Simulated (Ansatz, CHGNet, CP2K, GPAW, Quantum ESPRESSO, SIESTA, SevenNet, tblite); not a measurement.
**Generalised stacking fault on (111) (glide set) of a Ge-Sn solid solution (48 atoms): one structure in several programs**

How near do other programs and methods come to a plane-wave reference for generalised stacking fault on (111) (glide set) of a Ge-Sn solid solution (48 atoms)? A plane-wave run serves as the reference.

Program: Ansatz 0.2.0. Level of theory: Kohn-Sham DFT, PBE, PAW, plane waves. Results are calculated unless marked as measured.

### Step 1. The structure

The cell holds 48 atoms: 34 Ge and 14 Sn. Cell: a = 8.334 Å, b = 7.218 Å, c = 20.806 Å, α = 90.0°, β = 80.4°, γ = 90.0°. Diamond-structure Ge lattice (a = 5.8932 Å, the value set for the mixture), cell with z along [111], 2 x 1 x 2 periods; the third cell vector is tilted by 0.833 of 1/2[1-10] and lengthened by 0.1 Å, so the cell holds one fault (glide set); displaced by a Gaussian of 0.01 Å; 14 of 48 Ge sites given to Sn at random (lattice constant by Vegard's rule between Ge and Sn). Then every atom was moved at random, 0.05 Å r.m.s. a Cartesian component. The structure's axis is c.

### Step 2. Reference: Ansatz, plane waves

The PAW files are the set soft_2.

Contents of input.yaml:

```yaml
crystal:
  lattice:
    - [8.33424, 0.0, 0.0]
    - [0.0, 7.21767, 0.0]
    - [3.47263, 0.0, 20.51464]
  atoms:
    - { symbol: Ge, position: [0.73381, 0.49928, 0.02405] }
    - { symbol: Sn, position: [0.68855, 0.50612, 0.14522] }
    - { symbol: Sn, position: [0.68236, 0.83271, 0.19011] }
    - { symbol: Ge, position: [0.63211, 0.82591, 0.30803] }
    [... 38 atom lines left out ...]
    - { symbol: Sn, position: [0.71602, 0.33765, 0.683] }
    - { symbol: Ge, position: [0.66591, 0.33267, 0.8047] }
    - { symbol: Sn, position: [0.6439, 0.66462, 0.84492] }
    - { symbol: Ge, position: [0.58911, 0.6674, 0.97509] }
    - { symbol: Ge, position: [0.88735, 0.17826, 0.85377] }
    - { symbol: Ge, position: [0.84341, 0.17054, 0.97057] }
kpoints:
  mp_grid: { grid: [1, 1, 1] }
hamiltonian:
  xc: pbe
scf:
  occupations: { method: fermi_dirac, width: 0.05 }
output:
  forces: true
  eigenvalues: true
  populations: true
  stress: true
```

Launch:

```
ansatz run input.yaml --threads 4 --pin off --max-ram 8192MiB --backend cpu --events-out ev --progress --plain --runs-dir out
```

Numbers of over 12 decimals in the logs are rounded to 6 here.

The log of the run:

```text
[...]
Pseudopotentials: kind: paw
Pseudopotential: Ge, paw, valence charge 14, recommended cutoff 420 eV (normal), Ge.paw.azcp
Pseudopotential: Sn, paw, valence charge 14, recommended cutoff 420 eV (normal), Sn.paw.azcp
[... 5 lines on functional and potentials left out ...]
Crystal: 48 atoms, lattice volume = 1234.033 Å³
Basis set: ecut = 420 eV, 24135 PW (Γ), exchange–correlation on 120×100×288 points (8 copies of the dense FFT grid, shifted against one another)
Bands: 404, of which v1, the nominal top of the filled ones, is band 336 counted from 1 (335 counted from 0)
Symmetry: 1 space group operations
Space group: P1 (ITA 1), of the structure as read, at distance tolerance 1.1e-4 Å
k-points: 1
[... 5 lines on functional and potentials left out ...]
Initial density: superposition of atomic densities (neutral atoms: chi_scale 0, normalization atom), corrected by the library's trained network
Initial wavefunctions: pseudopotential atomic-orbital guess
[...]
SCF iter   1: F=—  HF=-230338.742898 eV  |F-HF|=—  |Δ(HF+E_count)|=         —  Δρ=5.79e-3  dr2=1.42e0  ethr=1.77e-3  ⟨swp⟩=6.0  Hψ=1460  notcnv=0  defer=15
preconditioner: auto → LDOS  [metal: Δε(μ)=0.054 eV  Ē_g=21.397 eV  σ=0.050 eV  W_gap=0.26  n_scr=314 (ndim 8)  ℏωp=27.4 eV  f_vac=0.071  D(μ)=29.25/eV (n_scr^D=194)  β→1.0]
[...]
SCF iter  10: F=—  HF=-230338.641406 eV  |F-HF|=—  |Δ(HF+E_count)|=   6.84e-8  Δρ=1.69e-6  dr2=1.11e-7  ethr=7.64e-11  ⟨swp⟩=2.0  Hψ=572  notcnv=0  defer=45
SCF iter  11: F=-230338.641406 eV  HF=-230338.641406 eV  |F-HF|=2.11e-8  |Δ(HF+E_count)|=   1.76e-8  Δρ=8.15e-7  dr2=2.71e-8  ethr=1.49e-11  ⟨swp⟩=13.0  Hψ=2111  notcnv=0
SCF 1 converged in 11 iterations: F = -230338.641406 eV  dr2 = 2.71e-8
[...]
SCF converged after 11 iterations
Free energy (F): -230338.641406 eV
Harris-Foulkes:  -230338.641406 eV  (|F-HF|=2.11e-8)
Internal energy: -230338.402278 eV  (E = F + TS)
E sigma→0 (E₀):  -230338.521842 eV
Entropy (-TS):   -0.239128 eV (-4.982 meV/atom)
Fermi energy:    8.478178 eV
--- Per-component energies (eV) ---
[...]
Σ components = -230338.641406   (vs F -230338.641406, Δ=0.00e0)
--- Forces (eV/Å), atoms counted from 1 ---
  atom   1  Ge     4.25090794    -3.32454378     0.76776811
  atom   2  Sn     1.35064590    -1.15566001    -0.87855647
  atom   3  Sn    -3.12226783     0.80192438     0.32117099
  atom   4  Ge    -0.09593241     0.83412134     2.44028874
[...]
atom  48  Ge    -3.93444658     2.57035307    -1.16604410
  max |Σ_I F_I| component: 7.87e-6 eV/Å
--- Stress (GPa, compression-positive) ---
       18.201676      -3.968162       2.798112
       -3.968162       4.735530      -3.364008
        2.798112      -3.364008       7.661998
  P = ⅓ Tr σ = 10.1997 GPa (101.997 kbar)
--- Band table (eV) ---
  k-point 0: bands = ["-16.8493", "-16.8305", "-16.7685", "-16.7386", [... 388 levels ...], "12.6697", "12.9258", "12.9707", "13.0723", "13.1259", "13.1569", "13.1661", "13.2154", "13.3126", "13.3816", "13.4748", "13.5817"]
--- Löwdin populations: 48 sites ---
  site symbol       q [e]
     0     Ge     14.0546
     1     Sn     13.8153
     2     Sn     13.7974
[...]
47     Ge     13.9638
  spilling = 0.001855 (of n_electrons = 672.000000)
```

The job ended after 28 s (4 threads of Arm Neoverse V1, shared host; peak memory 1.7 GiB; 1.7 min of CPU time).

The run gave:

| Quantity | Value |
| --- | --- |
| free energy | -230338.6414 eV |
| free energy per atom | -4798.7217 eV/atom |
| SCF cycles | 11 |
| pressure | 10.2 GPa |
| r.m.s. force component | 2.273 eV/Å |
| longest force | 12.79 eV/Å |
| Fermi energy | 8.478 eV |
| levels partly filled by over 2 per cent | 5 |
| spilling of the projection | 0.001855 |

Neighbours are counted within 2.98 Å (Ge-Ge), 3.03 Å (Ge-Sn), 2.84 Å (Sn-Sn).

Length of the force by element and coordination:

```csv
element,coordination,atoms,mean length of the force (eV/Å),spread,least,most
Ge,all,34,2.59,2.74,0.355,12.8
Ge,3,6,7.45,3.38,4.25,12.8
Ge,4,28,1.55,0.722,0.355,3.85
Sn,all,14,3.05,3.06,0.415,10.4
Sn,3,2,10.3,0.0496,10.3,10.4
Sn,4,12,1.83,0.755,0.415,3.24
```

Löwdin charges by element and coordination (they lack the spilled electrons, 0.026 e an atom on average):

```csv
element,coordination,atoms,mean charge (e),spread,least,most
Ge,all,34,-0.0683,0.0632,-0.201,0.0449
Ge,3,6,-0.0666,0.0505,-0.116,0.0362
Ge,4,28,-0.0687,0.0656,-0.201,0.0449
Sn,all,14,0.255,0.0504,0.178,0.355
Sn,3,2,0.240,0.0423,0.198,0.282
Sn,4,12,0.257,0.0512,0.178,0.355
```

The levels nearest the highest filled one (over half full), pooled over k-points and spins:

```csv
level less the highest filled one (eV),occupation
-0.537,2
-0.385,2.00
-0.321,2.00
-0.199,1.97
-0.0882,1.79
0,1.18
0.0597,0.603
0.0894,0.386
0.190,0.062
0.273,0.012
0.330,0.004
0.544,0
```

### Step 3. The other programs

The programs:
- CHGNet: machine-learned potential, published weights.
- CP2K 2026.2: Gaussian basis with GTH pseudopotentials and a plane-wave density; labels give functional, basis (MOLOPT sets; SR short-range, UZH the newer set with its own potentials), grid cutoff/relative cutoff and solver (OT: orbital transformation; TRS4, TC2, SIGN: linear-scaling purification with its sparsity filter), or its built-in tight binding.
- GPAW 26.7.0: PAW with atomic orbitals (LCAO), plane waves or a real-space grid of spacing h.
- Quantum ESPRESSO 7.5: plane waves; labels (QE) give functional, pseudopotential set and cutoffs of waves/density.
- SIESTA 5.4.2: numerical atomic orbitals, whose automatically made sets are far from complete, with PseudoDojo norm-conserving potentials that we converted to its format (checked against plane waves on the same files for H, C, O, Si, Ge and Ca alone); labels give functional, basis size, energy shift and mesh cutoff.
- SevenNet: machine-learned potential, published weights.
- tblite 0.8.0: extended tight binding, driven from Python.

All use the same cell and atoms; the electronic-structure runs use the same k-mesh, and an electronic temperature of 580 K (0.05 eV) where levels are smeared.

Differences are against the plane-wave reference, forces as r.m.s. over components; share is that over the reference's r.m.s. force, slope the least-squares factor from reference forces to these. Total energies of different programs have different zeros and aren't compared.

```csv
run,"Δ force, r.m.s. (meV/Å)",share (%),slope,Δ pressure (GPa),cores,CPU time,memory (GiB)
reference,-,-,-,-,4,1.7 min,1.7
CHGNet 0.3.0 potential,871,38.3,1.235,-1.27,1,4.8 s,0.52
CHGNet r2SCAN potential,629,27.7,0.973,-4.30,1,4.7 s,0.52
"CP2K PBE+D3, DZVP-MOLOPT-SR, 350/50 Ry, diagonalisation",201,8.83,0.917,-0.414,2,3.2 min,1.5
"CP2K PBE, DZVP-MOLOPT-SR, 350/30 Ry, diagonalisation (coarse)",190,8.35,0.923,0.21,2,2.7 min,1.5
"CP2K PBE, DZVP-MOLOPT-SR, 350/50 Ry, diagonalisation",190,8.35,0.923,0.210,2,3.2 min,1.5
"CP2K PBE, TZV2P-MOLOPT (SR for Ge, Sn), 350/50 Ry, diagonalisation",194,8.54,0.922,-0.0831,4,4.2 min,3.4
"CP2K RPBE, PBE potentials, DZVP-MOLOPT-SR, 350/50 Ry, diagonalisation",194,8.53,0.922,0.530,2,3.3 min,1.5
"GPAW PBE, LCAO dzp, h 0.2 Å",143,6.31,1.058,-,1,3.3 min,1.2
"GPAW PBE, LCAO dzp, h 0.2 Å, other mixer settings",143,6.27,1.058,-,1,3.6 min,1.1
"GPAW PBE, plane waves 450 eV",39.4,1.73,1.004,-0.625,2,7.6 min,1.2
"GPAW RPBE, LCAO dzp, h 0.2 Å",189,8.32,1.078,-,1,3.4 min,1.2
"QE PBE, sssp-1.3.0-efficiency, 45/360 Ry",7.69,0.338,1.002,-0.153,4,12 min,3
"SIESTA PBE, TZP, shift 0.01 Ry, mesh 300 Ry",189,8.30,1.074,0.475,2,7.2 min,1.5
SevenNet l3i5 potential,318,14.0,0.997,-1.79,1,11 s,0.89
tblite GFN1-xTB,2095,92.2,1.791,4.58,1,4.6 s,0.12
```

Rows marked coarse were listed beforehand as settings not expected to be converged; some can still land near the reference.

Times of the machine-learned potentials are mostly Python's start and the loading of weights.

CPU time is summed over cores on a shared host, where runs went side by side, so it is rough. Symmetry, cutoffs, thresholds, outputs and thread counts weren't matched or tuned between programs; memory under MPI is the largest rank's times the ranks.

Runs without a result: CP2K GFN1-xTB, diagonalisation (not converged, the SCF not settling).

Mean charges by element (e), by run and scheme:

```csv
run,scheme,Ge,Sn
reference,Löwdin,-0.07,+0.25
"CP2K PBE+D3, DZVP-MOLOPT-SR, 350/50 Ry, diagonalisation",Mulliken,-0.03,+0.08
"CP2K PBE+D3, DZVP-MOLOPT-SR, 350/50 Ry, diagonalisation",Hirshfeld,-0.03,+0.06
"CP2K PBE, DZVP-MOLOPT-SR, 350/50 Ry, diagonalisation",Mulliken,-0.03,+0.08
"CP2K PBE, DZVP-MOLOPT-SR, 350/50 Ry, diagonalisation",Hirshfeld,-0.03,+0.06
"CP2K PBE, TZV2P-MOLOPT (SR for Ge, Sn), 350/50 Ry, diagonalisation",Mulliken,-0.24,+0.57
"CP2K PBE, TZV2P-MOLOPT (SR for Ge, Sn), 350/50 Ry, diagonalisation",Hirshfeld,-0.03,+0.07
"CP2K RPBE, PBE potentials, DZVP-MOLOPT-SR, 350/50 Ry, diagonalisation",Mulliken,-0.03,+0.08
"CP2K RPBE, PBE potentials, DZVP-MOLOPT-SR, 350/50 Ry, diagonalisation",Hirshfeld,-0.03,+0.06
"SIESTA PBE, TZP, shift 0.01 Ry, mesh 300 Ry",Hirshfeld,-0.03,+0.06
tblite GFN1-xTB,Mulliken,+0.01,-0.02
```

The reference's Löwdin charges lack the electrons that the projection spills, 0.026 e an atom on average.

Within one program, basis, potentials and functional, energies share a zero. Each run against its twin at the usual cutoff or grid and solver:

```csv
run,twin,Δ energy (meV/atom),"Δ force, r.m.s. (meV/Å)",CPU time over the twin's
"CP2K PBE, DZVP-MOLOPT-SR, 350/30 Ry, diagonalisation","DZVP-MOLOPT-SR, 350/50 Ry, diagonalisation",-0.025,0.156,0.87
"GPAW PBE, LCAO dzp, h 0.2 Å, other mixer settings","LCAO dzp, h 0.2 Å",0,4.13,1.1
```

A second geometry, displaced anew (every atom was moved at random, 0.08 Å r.m.s. a Cartesian component), gives an energy difference that all programs can be tested on. The reference puts it at 61.68 meV/atom.

```csv
run,energy less the first geometry's (meV/atom),error (meV/atom),force share at the second geometry (%)
"GPAW PBE, LCAO dzp, h 0.2 Å",66.93,5.25,6.73
CHGNet r2SCAN potential,33.59,-28.1,29.5
"CP2K PBE, DZVP-MOLOPT-SR, 350/50 Ry, diagonalisation",61.93,0.257,6.55
CHGNet 0.3.0 potential,39.95,-21.7,22.0
tblite GFN1-xTB,41.44,-20.2,66.0
"QE PBE, sssp-1.3.0-efficiency, 45/360 Ry",61.49,-0.190,0.408
SevenNet l3i5 potential,69.45,7.78,15.9
"GPAW PBE, plane waves 450 eV",63.17,1.49,2.45
"CP2K PBE, TZV2P-MOLOPT (SR for Ge, Sn), 350/50 Ry, diagonalisation",61.73,0.0524,6.69
"CP2K PBE+D3, DZVP-MOLOPT-SR, 350/50 Ry, diagonalisation",61.05,-0.63,7.10
"CP2K RPBE, PBE potentials, DZVP-MOLOPT-SR, 350/50 Ry, diagonalisation",62.10,0.423,6.81
"SIESTA PBE, TZP, shift 0.01 Ry, mesh 300 Ry",65.82,4.14,8.42
"GPAW PBE, LCAO dzp, h 0.2 Å, other mixer settings",66.93,5.25,6.72
"CP2K PBE, DZVP-MOLOPT-SR, 350/30 Ry, diagonalisation",61.93,0.252,6.55
"GPAW RPBE, LCAO dzp, h 0.2 Å",68.75,7.08,8.88
```

### Step 4. Outcome

```yaml
reference_r_m_s_force_component: 2.27 eV/Å
nearest_in_forces: QE PBE, sssp-1.3.0-efficiency, 45/360 Ry, 0.34 %
farthest_in_forces: tblite GFN1-xTB, 92 %
cheapest_electronic_structure_run_beside_the_reference: tblite GFN1-xTB, 4.6 s of CPU time
```

**Reading.** PBE on plane waves or a grid with other potentials, cutoffs or grids, coarse settings apart, differs from the reference by 0.34 % (QE PBE, sssp-1.3.0-efficiency, 45/360 Ry) to 1.7 % (GPAW PBE, plane waves 450 eV) of the r.m.s. force; this holds the reference's own error, so differences of a few per cent don't tell which side is nearer the exact PBE result (QE's 45 Ry are 612 eV, against the reference's 420 eV). The PBE runs in local orbitals, coarse settings apart, differ by 6.3 % (GPAW PBE, LCAO dzp, h 0.2 Å, other mixer settings) to 8.5 % (CP2K PBE, TZV2P-MOLOPT (SR for Ge, Sn), 350/50 Ry, diagonalisation); basis, grid and potentials can all enter. Tight binding differs by 92 % (tblite GFN1-xTB); it is another model, with fitted parameters of its own, and the xTB methods hold dispersion. Machine-learned potentials differ by 14 % (SevenNet l3i5 potential) to 38 % (CHGNet 0.3.0 potential); they were trained on other programs' data, some at another functional. Rows with another functional or a dispersion term differ by 8.3 % (GPAW RPBE, LCAO dzp, h 0.2 Å) to 8.8 % (CP2K PBE+D3, DZVP-MOLOPT-SR, 350/50 Ry, diagonalisation), which mixes the change of model with differences of basis and potentials, some of them made for another functional. Runs with settings chosen to be coarse differ by 8.3 % (CP2K PBE, DZVP-MOLOPT-SR, 350/30 Ry, diagonalisation), their programs' other errors included. One electronic-structure run takes under half the reference's CPU time: tblite GFN1-xTB, at 92 % in 4.6 s against 1.7 min, too far off to be of use; its pressure misses by +4.6 GPa. Charges hang on model, scheme and program or settings: among these rows the mean for Sn runs from -0.02 to +0.57 e. The energy difference between the two geometries, 61.7 meV/atom in the reference, is met best by CP2K PBE, TZV2P-MOLOPT (SR for Ge, Sn), 350/50 Ry, diagonalisation (+0.0524) and worst by CHGNet r2SCAN potential (-28.1). In the reference: counting bands leaves a spacing of only 0.060 eV (at Γ alone), which the smearing bridges: 5 levels are partly filled by over 2 %, so a gap, if any, is small at this level. In the reference: forces differ by site in this geometry: Ge atoms with 3 neighbours bear 7.4 eV/Å on average, against 1.5 eV/Å for those with 4. Periodic xTB results under one method name differ between programs and library versions. The potentials hold different valence shells: 672 electrons in the reference, 332 in GPAW and 192 in CP2K with TZV2P-MOLOPT; this bears on time and differences. GPAW's setups keep the filled d shell of Ge in the core. Machine-learned potentials mimic data converged in k, so the reference's own k-point error enters their differences. The reference's stress is far from hydrostatic: its diagonal is 18.2, 4.7, 7.7 GPa, compression counted positive. The host structure and its lattice constant were typed by rule, without a check against the phase diagram. The reference's pressure of 10 GPa belongs to a cell and atoms that aren't relaxed at this level. The electronic-structure runs sample only Γ, in a cell whose shortest periodic width is 7 Å, which is coarse for a cell with partly filled levels.

[Also dropped from logs without a mark: logging warnings of Python, and SIESTA's first energy breakdown and zero terms.]

[Logs are printed without paths, hosts, clocks, repeated set-up lines and the standing remarks that a program may print on its own settings, such as how far it seeks lower states.]

[Hosts, paths, dates, database ids (printed as entryN), source tags and the programs' standing remarks are cut or masked in the printed files.]
